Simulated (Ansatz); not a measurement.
# A low-energy model for NaWO3 (cubic perovskite) (Pm-3m): bands, U and J, part 2 of 2

Wanted: the parameters of a Hubbard-Kanamori model for NaWO3 (cubic perovskite) (Pm-3m).

Ansatz 0.2.0; non-magnetic LDA, then constrained RPA, plane waves, PAW.

So far. Step 3 (Constrained RPA: W t2g, bands v1 to c2, 4×4×4 mesh …): On the W t2g shell, screening brings the on-site interaction from 11.2 eV down to U = 3.09 eV.

The structure was built from a prototype and need not be the compound's stable phase.

### 4. Constrained RPA: W t2g + anion p, bands v10 to c2, 4×4×4 mesh, medium accuracy

Level of this step: constrained RPA on LDA, plane waves, PAW (Ansatz).

Contents of input.yaml:

```yaml
crystal:
  lattice:
    - [0.0, -3.84568821, 0.0]
    - [0.0, 0.0, 3.84568821]
    - [-3.84568821, 0.0, 0.0]
  atoms:
    - { symbol: Na, position: [0.0, 0.0, 0.0] }
    - { symbol: W, position: [0.5, 0.5, 0.5] }
    - { symbol: O, position: [0.5, 0.5, 0.0] }
    - { symbol: O, position: [0.5, 0.0, 0.5] }
    - { symbol: O, position: [0.0, 0.5, 0.5] }
kpoints:
  mp_grid: { grid: [6, 6, 6] }
hamiltonian:
  xc: lda
scf:
  occupations: { method: gaussian, width: 0.08 }
  n_extra_bands: 19
  max_iter: 150
  lower_state_search: "off"
output:
  crpa:
    kmesh: [4, 4, 4]
    target_bands: [v10, c2]
    projections:
      - { species: W, l: d, shell: 5, orbitals: [dxz, dyz, dxy] }
      - { species: O, l: p, shell: 2 }
  local_orbitals:
    kmesh: [8, 8, 8]
    orbitals:
      - { species: W, l: d, shell: 5, orbitals: [dxz, dyz, dxy] }
      - { species: O, l: p, shell: 2 }
    window: { bands: [v10, c2] }
    seedname: lo
```

Command:

```sh
> ansatz run input.yaml --threads 4 --pin off --max-ram 9216MiB --backend cpu --events-out ev --progress --plain --runs-dir out
```

Numbers of over 12 decimals in the logs are rounded to 6 here.

What it wrote:

```text
[...]
Crystal: 5 atoms, lattice volume = 56.875 Å³
Basis set: ecut = 420 eV, 1141 PW (Γ)
Bands: 40, of which v1, the nominal top of the filled ones, is band 21 counted from 1 (20 counted from 0)
Symmetry: 48 space group operations
[...]
k-points: 20 of 216
[...]
SCF iter   1: F=—  HF=-13265.749595 eV  |F-HF|=—  |Δ(HF+E_count)|=         —  Δρ=1.86e-2  dr2=1.76e-1  ethr=1.77e-3  ⟨swp⟩=5.5  Hψ=3734  notcnv=0  defer=101
[...]
SCF iter   6: F=-13265.702854 eV  HF=-13265.702854 eV  |F-HF|=3.81e-8  |Δ(HF+E_count)|=   4.50e-6  Δρ=1.42e-5  dr2=4.15e-8  ethr=2.44e-10  ⟨swp⟩=7.2  Hψ=4106  notcnv=0
SCF 1 converged in 6 iterations: F = -13265.702854 eV  dr2 = 4.15e-8
[...]
cRPA screening: q 1/64
cRPA screening: q 2/64
cRPA screening: q 8/64 (q-point 3)
cRPA screening: q 11/64 (q-point 6)
cRPA screening: q 17/64 (q-point 7)
cRPA screening: q 29/64 (q-point 8)
cRPA screening: q 35/64 (q-point 11)
cRPA screening: q 38/64 (q-point 22)
cRPA screening: q 40/64 (q-point 23)
cRPA screening: q 46/64 (q-point 24)
cRPA screening: q 52/64 (q-point 27)
cRPA screening: q 58/64 (q-point 28)
cRPA screening: q 64/64 (q-point 43)
SCF converged after 6 iterations
Free energy (F): -13265.702854 eV
[...]
Internal energy: -13265.695968 eV  (E = F + TS)
E sigma→0 (E₀):  -13265.699411 eV
Entropy (-TS):   -0.006886 eV (-1.377 meV/atom)
Fermi energy:    11.186831 eV
[...]
--- Band table (eV; the first three rows and the last of 20) ---
  k-point 0: bands = [... 17 lower, 7.4205, 7.4205, 7.4205, 9.6595, 9.6595, 9.6595, 13.3136, 14.7378, ... 15 higher]
  k-point 1: bands = [... 17 lower, 6.9620, 7.3379, 7.3379, 9.6822, 10.6553, 10.6553, 13.8247, 14.7420, ... 15 higher]
  k-point 2: bands = [... 17 lower, 6.7504, 7.3268, 7.3268, 9.7283, 12.2025, 12.2025, 14.7500, 15.0076, ... 15 higher]
  k-point 19: bands = [... 17 lower, 8.2805, 8.2805, 8.2805, 14.3580, 14.3580, 14.3580, 15.8113, 20.3396, ... 15 higher]
[...]
χ-basis size per q: N_G = 196..216
[...]
Each shell's averages of U are screened by what lies outside the whole window alone: parameters of one model of all the shells.
    Site 1, 5D, 3 of 5 d orbitals (Wannier functions 1, 2, 3; wannier90's mr 2, 3, 5):
      screened: U = 6.1448 eV, U' = 5.1997 eV, J = 0.4792 eV
      screened, to within: U = 7.7e-3 eV, U' = 7.7e-3 eV, J = 7.7e-4 eV
      bare: V = 14.1135 eV, V' = 12.8973 eV, J = 0.6263 eV
    Site 2, 2P, 3 of 3 p orbitals (Wannier functions 4, 5, 6; wannier90's mr 1, 2, 3):
      screened: U = 7.5691 eV, U' = 6.0935 eV, J = 0.6755 eV
      screened, to within: U = 1.2e-2 eV, U' = 1.2e-2 eV, J = 1.1e-3 eV
      bare: V = 18.8106 eV, V' = 16.8979 eV, J = 0.8678 eV
    Site 3, 2P, 3 of 3 p orbitals (Wannier functions 7, 8, 9; wannier90's mr 1, 2, 3):
      screened: U = 7.5691 eV, U' = 6.0935 eV, J = 0.6755 eV
      screened, to within: U = 1.2e-2 eV, U' = 1.2e-2 eV, J = 1.1e-3 eV
      bare: V = 18.8106 eV, V' = 16.8979 eV, J = 0.8678 eV
    Site 4, 2P, 3 of 3 p orbitals (Wannier functions 10, 11, 12; wannier90's mr 1, 2, 3):
      screened: U = 7.5691 eV, U' = 6.0935 eV, J = 0.6755 eV
      screened, to within: U = 1.2e-2 eV, U' = 1.2e-2 eV, J = 1.1e-3 eV
      bare: V = 18.8106 eV, V' = 16.8979 eV, J = 0.8678 eV
[...]
```

Wall time 39 s (4 threads of AMD EPYC 9R45, shared host); peak memory 0.7 GiB; 2.4 min of CPU time.

Numbers from this step:

```yaml
u: 6.145 eV
u_prime_inter_orbital: 5.200 eV
j: 0.4792 eV
bare_v: 14.11 eV
bare_j: 0.6263 eV
stated_bound_on_u: 0.007631 eV
u_over_bare_v: 0.4354
electrons_in_the_window: 19.00
head_of_the_constrained_inverse_dielectric_matrix: 0.3336
least_eigenvalue_of_the_projection_s_overlap: 0.5724
target_functions: 12
bands_in_the_sums: 46
r_m_s_miss_of_the_model_bands: 3.97e-4 eV
width_of_the_target_bands: 12.41 eV
weight_of_the_projected_orbitals_in_the_window: 0.9608
```

On the W t2g shell, screening brings the on-site interaction from 14.1 eV down to U = 6.14 eV.

Kanamori averages over each shell's functions. Crpa shells, by row:

```csv
site,element,shell,orbitals,U (eV),U' (eV),J (eV),bare V (eV),bare V' (eV),bare J (eV),bound on U (eV)
2,W,5D,3,6.145,5.2,0.4792,14.11,12.9,0.6263,0.007631
3,O,2P,3,7.569,6.093,0.6755,18.81,16.9,0.8678,0.01187
4,O,2P,3,7.569,6.093,0.6755,18.81,16.9,0.8678,0.01187
5,O,2P,3,7.569,6.093,0.6755,18.81,16.9,0.8678,0.01187
```

Projected local orbitals of the target window. Electronic bands along the path, in eV, zero at the Fermi level; # counts the bands kept:

```csv
point,#6,#7,#8,#9,#10,#11,#12
Γ,-4.11,-3.77,-3.77,-3.77,-1.53,-1.53,-1.53
halfway,-5.03,-4.33,-3.86,-3.86,-1.48,0.27,0.27
X,-5.46,-4.54,-3.86,-3.86,-1.44,1.75,1.75
halfway,-5.10,-4.68,-4.58,-3.53,0.32,1.77,2.24
M,-4.99,-4.99,-4.78,-2.93,1.78,1.78,3.13
halfway,-4.75,-4.73,-4.47,-3.69,0.21,0.38,1.07
Γ,-4.11,-3.77,-3.77,-3.77,-1.53,-1.53,-1.53
halfway,-6.65,-3.88,-3.88,-3.55,0.87,1.22,1.22
R,-8.21,-2.91,-2.91,-2.91,3.17,3.17,3.17
halfway,-6.67,-3.77,-3.77,-3.40,1.14,2.16,2.37
X,-5.46,-4.54,-3.86,-3.86,-1.44,1.75,1.75
jump to R,-8.21,-2.91,-2.91,-2.91,3.17,3.17,3.17
halfway,-7.18,-3.57,-3.57,-2.92,2.29,2.29,3.15
M,-4.99,-4.99,-4.78,-2.93,1.78,1.78,3.13
```

The same for Kohn-Sham, solved directly:

```csv
point,#6,#7,#8,#9,#10,#11,#12
Γ,-4.11,-3.77,-3.77,-3.77,-1.53,-1.53,-1.53
X,-5.46,-4.54,-3.86,-3.86,-1.44,1.75,1.75
M,-4.99,-4.99,-4.78,-2.93,1.78,1.78,3.13
Γ,-4.11,-3.77,-3.77,-3.77,-1.53,-1.53,-1.53
R,-8.21,-2.91,-2.91,-2.91,3.17,3.17,3.17
X,-5.46,-4.54,-3.86,-3.86,-1.44,1.75,1.75
R,-8.21,-2.91,-2.91,-2.91,3.17,3.17,3.17
M,-4.99,-4.99,-4.78,-2.93,1.78,1.78,3.13
```

Onsite levels, by row:

```csv
orbital,level less Fermi level (eV)
W2 dxz,-1.23
W2 dyz,-1.23
W2 dxy,-1.23
O3 pz,-4.159
O3 px,-7.092
O3 py,-4.159
O4 pz,-7.092
O4 px,-4.159
O4 py,-4.159
O5 pz,-4.159
O5 px,-4.159
O5 py,-7.092
```

Largest distinct elements between sites. Hoppings, by row:

```csv
from,to,cell,distance (Å),t (eV)
O4 px,W2 dxz,0 0 0,1.923,1.883
O3 px,O3 px,0 0 -1,3.846,1.1
O3 pz,O3 pz,0 0 1,3.846,-0.3425
O5 pz,O4 pz,-1 1 0,2.719,0.1895
O5 pz,O4 py,-1 1 0,2.719,0.1717
O4 px,O5 px,1 0 0,2.719,-0.1409
O4 px,O4 px,0 0 -1,3.846,0.0832
O3 px,O3 px,0 0 -2,7.691,0.0547
W2 dxy,W2 dxy,0 0 1,3.846,-0.0487
W2 dxy,O5 px,2 0 0,5.769,-0.0455
O5 py,O4 pz,-1 1 0,2.719,-0.0308
W2 dxz,O5 px,1 -1 0,4.3,-0.0228
```

### 5. The windows together

Times are wall times on 4 threads of AMD EPYC 9R45, shared host, good to a factor of about two.

```csv
target,bands,functions,width (eV),bare V (eV),U (eV),U′ (eV),J (eV),U/V,time
W t2g,v1–c2,3,4.70,11.16,3.09,2.48,0.28,0.28,9.7 s
W t2g + anion p,v10–c2,12,12.41,14.11,6.14,5.20,0.48,0.44,39 s
```

### 6. What came out

| Property | Result |
| --- | --- |
| W t2g | U 3.09 eV, U′ 2.48 eV, J 0.28 eV, bare V 11.2 eV |
| W t2g + anion p | U 6.14 eV, U′ 5.20 eV, J 0.48 eV, bare V 14.1 eV |
| method | constrained RPA on non-magnetic LDA, 4×4×4 mesh, static; search for lower states off |

For W t2g, screening cuts the on-site interaction from 11.16 eV to 3.09 eV (28 %), while J goes only from 0.39 eV to 0.28 eV: the monopole is screened far more than the multipoles. U − 2J differs from U′ by +0.05 eV, so the Kanamori relation holds well. U is 0.66 times the width of the target bands. With the window W t2g + anion p U becomes 6.14 eV and the bare V 14.11 eV, so U/V goes from 0.28 to 0.44. The parent state is non-magnetic and the interaction static (zero frequency); U depends on the window and the orbitals, so it belongs to this model alone. The bands cross the Fermi level under this constraint, which need not be the crystal's state: magnetic order, correlation or a lattice distortion may open a gap. Spin-orbit coupling, which is strong for atoms this heavy, is left out. A window that holds the anion p bands defines a model with explicit ligands; its U belongs to that model and is not the U of DFT+U.

[Paths, hosts, dates, memory and timing lines, banners, echoed tables and standing remarks are left out of the program output.]

[Logs are printed without paths, hosts, clocks, repeated set-up lines and the standing remarks that a program may print on its own settings, such as how far it seeks lower states.]

[Runs of the session that timed out or met a known fault of the program may be left out.]

[Hosts, paths, dates, database ids (printed as entryN), source tags and the programs' standing remarks are cut or masked in the printed files.]
